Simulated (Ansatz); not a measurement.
```
! title: From HSE06 to G0W0: SiO2 (P4_32_12)
! method: G0W0 on HSE06, plane waves, PAW; PAW set soft_1 (and 1 further level or step)
! program: Ansatz 0.2.0
! settings of one run: cutoff 420 eV, 4×4×2 k-mesh, PAW set soft 1, empty bands 400, screening cutoff 108 eV, screening contour deformation, QP bands (v4, c4)
! cost: 2 runs, 91 s in all on 1 × NVIDIA H100 80GB HBM3 (shared by 6 runs) with 3 threads of AMD EPYC 7R13 (Zen 3), shared host (the runs of this entry)
! notes: In doubt: masses and optical values from hybrid runs of this build are listed as unsure (in some of the runs), which bears on the screening that GW takes from such a start. The cell and positions come from the Crystallography Open Database and are kept as given unless a step says otherwise.
! HSE06 gap over mesh and listed points: 7.550 eV, direct, at k = Γ
! G0W0@HSE06 gap over 11 of 12 irreducible mesh points: 9.348 eV, direct, at k = Γ
! GW settings: 4×4×2 mesh, 400 empty bands, screening to 108 eV, PAW set soft_1 files
! known limits: finite bands, screening cutoff and k mesh; no spin-orbit coupling in G0W0
CELL_PARAMETERS angstrom
4.93290 0.00000 0.00000
0.00000 4.93290 0.00000
0.00000 0.00000 6.46450
ATOMIC_POSITIONS crystal
Si 0.81771 0.81771 0.50000
Si 0.68229 0.31771 0.25000
Si 0.18230 0.18230 0.00000
Si 0.31771 0.68229 0.75000
O 0.26834 0.36457 0.80193
O 0.13543 0.76834 0.55193
O 0.73166 0.63543 0.30193
O 0.86457 0.23166 0.05193
O 0.76834 0.13543 0.44807
O 0.63543 0.73166 0.69807
O 0.23166 0.86457 0.94807
O 0.36457 0.26834 0.19807
```

```
! title: SiO2 (P4_32_12): band gap by G0W0 on LDA
! method: DFT, LDA, plane waves, PAW; PAW set soft_1 (and 1 further level or step)
! program: Ansatz 0.2.0
! settings of one run: cutoff 420 eV, 6×6×4 k-mesh, smearing width 0.02 eV, PAW set soft 1
! cost: 2 runs, 92 s in all on 1 × NVIDIA H100 80GB HBM3 (shared by 6 runs) with 3 threads of AMD EPYC 7R13 (Zen 3), shared host (the runs of this entry)
! notes: The cell and positions come from the Crystallography Open Database and are kept as given unless a step says otherwise. From 173 bands and 54 eV to 894 bands and 180 eV the gap moves by 8.687 − 8.355 = +0.332 eV (rung by rung 8.355, 8.496, 8.687 eV); bands and screening cutoff rise together, so their parts are not told apart. A line in one over the bands through the two highest rungs gives 8.687 + (8.687 − 8.496) × 432 / (894 − 432) = 8.866 eV, and through the pair below 8.496 + (8.496 − 8.355) × 173 / (432 − 173) = 8.590 eV. The two differ by 0.276 eV, not under the 0.030 eV asked, so the law does not hold well over these rungs and the limit is not known.
! LDA gap over mesh and path: 5.480 eV, direct, at k = Γ
! G0W0@LDA gap over 11 of 12 irreducible mesh points: 8.687 eV, direct, at k = Γ
! GW settings: 4×4×2 mesh, 862 empty bands, screening to 180 eV, PAW set soft_1 files
! known limits: finite bands, screening cutoff and k mesh; no spin-orbit coupling in G0W0
CELL_PARAMETERS angstrom
4.93290 0.00000 0.00000
0.00000 4.93290 0.00000
0.00000 0.00000 6.46450
ATOMIC_POSITIONS crystal
Si 0.81771 0.81771 0.50000
Si 0.68229 0.31771 0.25000
Si 0.18230 0.18230 0.00000
Si 0.31771 0.68229 0.75000
O 0.26834 0.36457 0.80193
O 0.13543 0.76834 0.55193
O 0.73166 0.63543 0.30193
O 0.86457 0.23166 0.05193
O 0.76834 0.13543 0.44807
O 0.63543 0.73166 0.69807
O 0.23166 0.86457 0.94807
O 0.36457 0.26834 0.19807
```

[Paths, hosts, dates, memory and timing lines, banners, echoed tables and standing remarks are left out of the program output.]

[Logs are printed without paths, hosts, clocks, repeated set-up lines and the standing remarks that a program may print on its own settings, such as how far it seeks lower states.]

[Runs of the session that timed out or met a known fault of the program may be left out.]

[Cells called generated may have been cut or substituted from an entry of the Crystallography Open Database or the Materials Project.]

[Hosts, paths, dates, database ids (printed as entryN), source tags and the programs' standing remarks are cut or masked in the printed files.]
